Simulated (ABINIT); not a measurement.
# Quasiparticle gap of TiO2 (C2/c) in ABINIT, part 3 of 3

Aim: the G0W0 gap of TiO2 (C2/c) on LDA, step by step.

ABINIT 10.8.3; LDA and many-body steps on it, plane waves. Known limits of the many-body steps: not at the basis limit; coarse k mesh.

So far. Step 4 (Empty states on the mesh, 4×4×2 mesh, 419 bands): On this mesh the gap is 1.999 eV. Step 5 (Screening, 4×4×2 mesh, 381 bands, screening to 274.8 eV): Local fields lower ε∞ by 7 %. On a Γ-centred mesh this coarse the value itself is usually too large, while a short band sum pulls it down.

**6. Self-energy, 4×4×2 mesh, 381 bands, screening to 274.8 eV**

The self-energy is evaluated for the states that the input lists, and the levels follow from it, in one-shot runs by the linearised quasiparticle equation.

This step: G0W0 on LDA, plane waves, norm-conserving pseudopotentials.

The input, run.abi:

```
acell 3*1.0 Angstrom
rprim 
  2.706034000000 -2.706655000000 -0.000000000000
  2.706034000000 2.706655000000 -0.000000000000
  -2.633531000000 -0.000000000000 4.796637000000
ntypat 2
znucl 22 8
natom 6
typat 1 1 2 2 2 2
xred 
  0.134110000000 0.865890000000 0.250000000000
  0.865890000000 0.134110000000 0.750000000000
  0.331221000000 0.088755000000 0.667149000000
  0.668779000000 0.911245000000 0.332851000000
  0.911245000000 0.668779000000 0.832851000000
  0.088755000000 0.331221000000 0.167149000000
pp_dirpath "pseudos"
pseudos "Ti.upf, O.upf"
ecut 38
ngkpt 4 4 2
nshiftk 1
shiftk 0 0 0
kptopt 1
chksymbreak 0
istwfk *1
occopt 1
irdwfk 1
optdriver 4
nband 381
gwcalctyp 0
ecutsigx 38
symsigma 1
nkptgw 6
kptgw 
  0.5000000000 0.5000000000 0.0000000000
  0.0000000000 0.0000000000 0.0000000000
  0.5000000000 0.0000000000 0.0000000000
  0.0000000000 0.0000000000 0.5000000000
  0.5000000000 0.0000000000 0.5000000000
  0.5000000000 0.5000000000 0.5000000000
bdgw 
  23 26
  23 26
  23 26
  23 26
  23 26
  23 26
ecuteps 10.1
irdscr 1
ppmodel 1
indata_prefix "in"
outdata_prefix "out"
tmpdata_prefix "tmp"
```

Run with:

```console
OMP_NUM_THREADS=1 mpirun -n 4 abinit run.abi > log
```

Numbers of over 12 decimals in the logs are rounded to 6 here.

Log:

```text
.Version 10.8.3 of ABINIT. v10.8.2 released Aug 2026.

 Symmetries : space group C2/c (# 15); Bravais mC (1-face-center monocl.)
[... echo of the input left out ...]
== DATASET  1 ==================================================================
-   mpi_nproc: 4, omp_nthreads: 1 (-1 if OMP is not activated)

--- !DatasetInfo
iteration_state: {dtset: 1, }
dimensions: {natom: 6, nkpt: 14, mband: 381, nsppol: 1, nspinor: 1, nspden: 1, mpw: 5320, }
cutoff_energies: {ecut:  38.0, pawecutdg:  -1.0, }
electrons: {nelect:   4.80000000E+01, charge:   0.00000000E+00, occopt:   1.00000000E+00, tsmear:   1.00000000E-02, }

 SIGMA: Calculation of the GW corrections

 Based on a program developped by R.W. Godby, V. Olevano, G. Onida, and L. Reining.
 Incorporated in ABINIT by V. Olevano, G.-M. Rignanese, and M. Torrent.
.Using double precision arithmetic ; gwpc =  8

[... cell and pseudopotentials left out ...]
--------------------------------------------------------------------------------

 ==== K-mesh for the wavefunctions ====
 Number of points in the irreducible wedge :    14
[... list of points left out ...]
 Together with  4 symmetry operations and time-reversal symmetry
 yields    32 points in the full Brillouin Zone.

 ==== Q-mesh for screening function ====
 Number of points in the irreducible wedge :    14
[... list of points left out ...]
 Together with  4 symmetry operations and time-reversal symmetry
 yields    32 points in the full Brillouin Zone.

 vcoul_init : cutoff-mode = AUXILIARY_FUNCTION
 q-points for optical limit:   1
     1)      0.000010    0.000020    0.000030
 setmesh: FFT mesh size selected  =    40x   40x   54
          total number of points  =        86400

 Number of electrons calculated from density =   48.0000; Expected =   48.0000
 average of density, n =  0.101231
 r_s =    1.3311
 omega_plasma =   30.6910 [eV]

 === KS Band Gaps ===
  >>>> For spin  1
   Minimum direct gap =   2.4367 [eV], located at k-point      :   0.0000  0.0000  0.0000
   Fundamental gap    =   1.9994 [eV], Top of valence bands at :   0.5000  0.5000  0.0000
                                       Bottom of conduction at :   0.0000  0.0000  0.0000
 SIGMA fundamental parameters:
 PLASMON POLE MODEL  1
 number of plane-waves for SigmaX                 5313
 number of plane-waves for SigmaC and W            765
 number of plane-waves for wavefunctions          5313
 number of bands                                   381
 number of independent spin polarizations            1
 number of spinorial components                      1
 number of k-points in IBZ                          14
 number of q-points in IBZ                          14
 number of symmetry operations                       4
 number of k-points in BZ                           32
 number of q-points in BZ                           32
 number of frequencies for dSigma/dE                 9
 frequency step for dSigma/dE [eV]                0.25
 number of omega for Sigma on real axis              0
 max omega for Sigma on real axis  [eV]           0.00
 zcut for avoiding poles [eV]                     0.10

 EPSILON^-1 parameters (SCR file):
 dimension of the eps^-1 matrix on file            765
 dimension of the eps^-1 matrix used               765
 number of plane-waves for wavefunctions          5313
 number of bands                                   381
 number of q-points in IBZ                          14
 number of frequencies                               2
 number of real frequencies                          1
 number of imag frequencies                          1

 matrix elements of self-energy operator (all in [eV])

 Perturbative Calculation

--- !SelfEnergy_ee
iteration_state: {dtset: 1, }
kpoint     : [   0.500,    0.500,    0.000, ]
spin       : 1
KS_gap     :    3.196
QP_gap     :    4.890
Delta_QP_KS:    1.693
data: !SigmaeeData |
     Band     E0 <VxcDFT>   SigX SigC(E0)      Z dSigC/dE  Sig(E)    E-E0       E
       23   3.391 -19.786 -24.583   4.389   0.756  -0.323 -20.094  -0.308   3.083
       24   3.403 -19.749 -24.520   4.383   0.755  -0.324 -20.041  -0.293   3.110
       25   6.599 -20.878 -12.343  -6.702   0.764  -0.309 -19.477   1.401   8.000
       26   6.635 -20.802 -12.345  -6.637   0.765  -0.308 -19.410   1.392   8.027

--- !SelfEnergy_ee
iteration_state: {dtset: 1, }
kpoint     : [   0.000,    0.000,    0.000, ]
spin       : 1
KS_gap     :    2.437
QP_gap     :    4.029
Delta_QP_KS:    1.592
data: !SigmaeeData |
     Band     E0 <VxcDFT>   SigX SigC(E0)      Z dSigC/dE  Sig(E)    E-E0       E
       23   2.960 -19.259 -24.123   4.429   0.754  -0.326 -19.587  -0.327   2.632
       24   2.966 -19.258 -24.146   4.450   0.754  -0.327 -19.588  -0.330   2.636
       25   5.402 -19.289 -11.761  -5.909   0.780  -0.283 -18.026   1.262   6.665
       26   6.146 -20.385 -12.056  -6.552   0.769  -0.300 -19.018   1.366   7.512

--- !SelfEnergy_ee
iteration_state: {dtset: 1, }
kpoint     : [   0.500,    0.000,    0.000, ]
spin       : 1
KS_gap     :    3.788
QP_gap     :    5.513
Delta_QP_KS:    1.725
data: !SigmaeeData |
     Band     E0 <VxcDFT>   SigX SigC(E0)      Z dSigC/dE  Sig(E)    E-E0       E
       23   2.513 -20.574 -25.286   4.212   0.764  -0.308 -20.957  -0.383   2.130
       24   2.782 -19.835 -24.732   4.409   0.759  -0.317 -20.205  -0.371   2.412
[...]
--- !SelfEnergy_ee
iteration_state: {dtset: 1, }
kpoint     : [   0.000,    0.000,    0.500, ]
spin       : 1
KS_gap     :    2.490
QP_gap     :    4.115
Delta_QP_KS:    1.625
data: !SigmaeeData |
     Band     E0 <VxcDFT>   SigX SigC(E0)      Z dSigC/dE  Sig(E)    E-E0       E
[...]
--- !SelfEnergy_ee
iteration_state: {dtset: 1, }
kpoint     : [   0.500,    0.000,    0.500, ]
spin       : 1
KS_gap     :    3.644
QP_gap     :    5.360
Delta_QP_KS:    1.716
data: !SigmaeeData |
     Band     E0 <VxcDFT>   SigX SigC(E0)      Z dSigC/dE  Sig(E)    E-E0       E
[...]
26   6.839 -20.829 -12.614  -6.459   0.763  -0.311 -19.490   1.339   8.179

--- !SelfEnergy_ee
iteration_state: {dtset: 1, }
kpoint     : [   0.500,    0.500,    0.500, ]
spin       : 1
KS_gap     :    3.240
QP_gap     :    4.931
Delta_QP_KS:    1.691
data: !SigmaeeData |
     Band     E0 <VxcDFT>   SigX SigC(E0)      Z dSigC/dE  Sig(E)    E-E0       E
       23   3.382 -19.753 -24.520   4.371   0.755  -0.324 -20.052  -0.299   3.083
       24   3.382 -19.753 -24.520   4.371   0.755  -0.324 -20.052  -0.299   3.083
       25   6.622 -20.841 -12.390  -6.630   0.764  -0.309 -19.449   1.392   8.014
       26   6.622 -20.841 -12.390  -6.630   0.764  -0.309 -19.449   1.392   8.014

== END DATASET(S) ==============================================================
================================================================================

 -outvars: echo values of variables after computation  --------
           etotal      0.0000000000E+00
            nband         381
             nkpt          14
          spgroup          15
 [... the other variables as echoed above ...]

 Calculation completed.
```

Wall time 14 min (4 MPI ranks of Arm Neoverse V2, shared host); peak memory 5.7 GiB; 57 min of CPU time.

Numbers from this step:

| Quantity | Value |
| --- | --- |
| G0W0 gap on the mesh | 3.555 eV |
| starting gap on the mesh | 1.999 eV |
| k of the valence top | 0.5, 0.5, 0 |
| k of the conduction bottom | 0, 0, 0 |
| Z at the valence top | 0.755 |
| Z at the conduction bottom | 0.78 |
| least direct G0W0 gap on the computed points | 4.029 eV |

The gap on the mesh goes from 2.00 eV to 3.56 eV, a correction of +1.56 eV.

Limits: finite bands, cutoff and mesh; coarse k mesh. v1 is the top filled band, c1 the lowest empty one. Levels before and after the correction, in eV, zero at the valence-band top of each column:

```tsv
	conduction bottom	valence top
Kohn-Sham	2.00	0.00
G0W0	3.56	0.00
```

```tsv
	level	energy (eV)
Kohn-Sham	(0.5 0.5 0) v2	-0.011
Kohn-Sham	(0.5 0.5 0) v1	0.000
Kohn-Sham	(0.5 0.5 0) c1	3.196
Kohn-Sham	(0.5 0.5 0) c2	3.232
Kohn-Sham	Γ v2	-0.443
Kohn-Sham	Γ v1	-0.437
Kohn-Sham	Γ c1	1.999
Kohn-Sham	Γ c2	2.743
G0W0	(0.5 0.5 0) v2	-0.027
G0W0	(0.5 0.5 0) v1	0.000
G0W0	(0.5 0.5 0) c1	4.890
G0W0	(0.5 0.5 0) c2	4.917
G0W0	Γ v2	-0.478
G0W0	Γ v1	-0.474
G0W0	Γ c1	3.555
G0W0	Γ c2	4.402
```

**7. Where the time went**

Times are wall times on 4 MPI ranks of Arm Neoverse V2, shared host, good to a factor of about two.

```tsv
step	time	share	memory (GiB)
ground state	2.1 min	4 %	0.45
bands along the symmetry lines	54 s	2 %	0.45
empty states on the mesh	9.5 min	19 %	0.83
screening	22 min	45 %	4.5
self-energy	14 min	29 %	5.7
```

**8. What came out**

| Property | Result |
| --- | --- |
| LDA gap | 1.96 eV, indirect |
| G0W0 gap on the mesh | 3.56 eV |
| G0W0 gap over the zone (rigid shift) | 3.51 eV |
| GW settings | 4×4×2 mesh, 381 bands, screening to 274.8 eV, Godby-Needs plasmon pole |
| known limits | not at the basis limit; coarse k mesh |

What this shows: G0W0 moves the gap on the mesh from 2.00 eV to 3.56 eV (+1.56 eV), with Z of 0.76 and 0.78 at the edges. The mesh misses the band edges by 0.04 eV in all; a rigid shift gives 3.51 eV for the zone. Local fields lower the RPA ε∞ on this mesh from 7.28 to 6.74; a Γ-centred mesh this coarse tends to raise both, most where the direct gap is narrow, while a short band sum lowers them. The dearest step here is «screening». Bands and cutoff are finite, so the gap is not at the basis limit. The miss can reach some tenths of an eV and take either sign; the mesh is an error of its own. The 4×4×2 mesh is coarse for this cell, which bears on the long-range parts of exchange and screening.

[Paths, hosts, dates, memory and timing lines, banners, echoed tables and standing remarks are left out of the program output.]

[Logs are printed without paths, hosts, clocks, repeated set-up lines and the standing remarks that a program may print on its own settings, such as how far it seeks lower states.]

[Runs of the session that timed out or met a known fault of the program may be left out.]

[Hosts, paths, dates, database ids (printed as entryN), source tags and the programs' standing remarks are cut or masked in the printed files.]

[G0W0 gaps are taken among the corrected bands and points alone; a level outside them can change the order at an edge.]

[Where Ansatz stands beside ABINIT at settings called matched, ABINIT's density can come from a denser mesh and the files from another edition; pairs whose starting gaps differed by over 0.03 eV were left out, so agreement reads better than it is.]
